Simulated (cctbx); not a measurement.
## Reading a Patterson map

Space group R-3m (no. 166), a = 7.3580 Å, b = 7.3580 Å, c = 18.4400 Å, α = 90.00°, β = 90.00°, γ = 120.00°, content Rh3 Sc9 Ca6 S24.

The data are simulated with cctbx, not measured: Mo Kα, λ = 0.71073 Å, to d = 0.77 Å, 70 % of the full sphere, strongest reflection 5000 counts, noise from counting, a 4 % proportional error and a noise floor of 15 counts (s.d.); no absorption.

Patterson synthesis from sharpened amplitudes, origin scaled to 1000:

```text
Patterson group R -3 m :H
      u       v       w   height  length (A)
  0.000   0.000   0.000   1000.0     0.00
  0.000   0.500   0.500    464.7     9.93
  0.000   0.000   0.247    435.9     4.55
  0.021   0.511   0.749    424.7     5.92
  0.000   0.000   0.376    296.1     6.94
  0.000   0.500   0.000    255.3     3.68
  0.013   0.507   0.127    144.9     4.36
  0.040   0.520   0.385     75.7     8.00
  0.000   0.000   0.138     68.2     2.55
  0.000   0.000   0.062     64.4     1.14
  0.000   0.000   0.500     58.1     9.22
  0.085   0.171   0.979     56.7     1.15
  0.065   0.129   0.961     50.7     1.09
  0.087   0.175   0.604     45.3     7.39
```

Q: Assign the vectors.

A peak at u stands for all pairs with xi − xj = u, with weight Σ ZiZj against Σ Z² = 18588 at the origin. Peak heights follow these weights only roughly, since form factors, motion and series ripples differ, all vectors within 0.55 Å of a peak are counted as merged into it though the farther ones add only part of their weight, and F(000) is left out, which lowers the whole map:

| u | v | w | shortest length (Å) | height | 1000 ΣZiZj/ΣZ² | pairs in the cell |
| --- | --- | --- | --- | --- | --- | --- |
| 0.000 | 0.500 | 0.500 | 3.74 | 465 | 636 | 24 × S–S, 6 × Rh–Sc |
| 0.000 | 0.000 | 0.247 | 4.54 | 436 | 622 | 18 × Sc–S, 6 × Rh–S, 3 × Ca–Ca |
| 0.021 | 0.511 | 0.749 | 2.50 | 425 | 558 | 18 × Sc–S, 6 × Rh–S |
| 0.000 | 0.000 | 0.376 | 4.32 | 296 | 394 | 6 × Rh–Ca, 6 × Ca–S |
| 0.000 | 0.500 | 0.000 | 3.68 | 255 | 473 | 24 × S–S, 6 × Sc–Sc |
| 0.013 | 0.507 | 0.127 | 4.36 | 145 | 239 | 6 × Sc–Ca, 6 × Ca–S |
| 0.040 | 0.520 | 0.385 | 2.56 | 76 | 103 | 6 × Ca–S |
| 0.000 | 0.000 | 0.138 | 2.54 | 68 | 103 | 6 × Ca–S |
| 0.000 | 0.000 | 0.062 | 1.14 | 64 | 0 | none within 0.55 Å |
| 0.000 | 0.000 | 0.500 | 5.24 | 58 | 331 | 24 × S–S |

The table stops at ten peaks or at a height of 45, below which ripples compete. In the model behind the data Rh, the heaviest element, has 1 independent site: (1/3, 2/3, 1/6), up to an allowed shift of origin. No listed peak is a Rh–Rh vector, so the position follows from the cell content and the cross vectors. The whole model:

| atom | mult. | x | y | z | Ueq (Å²) |
| --- | --- | --- | --- | --- | --- |
| Rh1 | 3 | 1/3 | 2/3 | 1/6 | 0.0037 |
| Sc1 | 9 | 1/2 | 1/2 | 0 | 0.0043 |
| Ca1 | 6 | 0 | 0 | 0.1257 | 0.0047 |
| S1 | 18 | 0.4829 | 0.9659 | 0.2520 | 0.0046 |
| S2 | 6 | 0 | 0 | 0.2635 | 0.0051 |

The model was made for the exercise: a known structure type with other elements put in, its volume estimated, not relaxed; displacement parameters are assumed.

[Logs are printed without paths, hosts, clocks, repeated set-up lines and the standing remarks that a program may print on its own settings, such as how far it seeks lower states.]
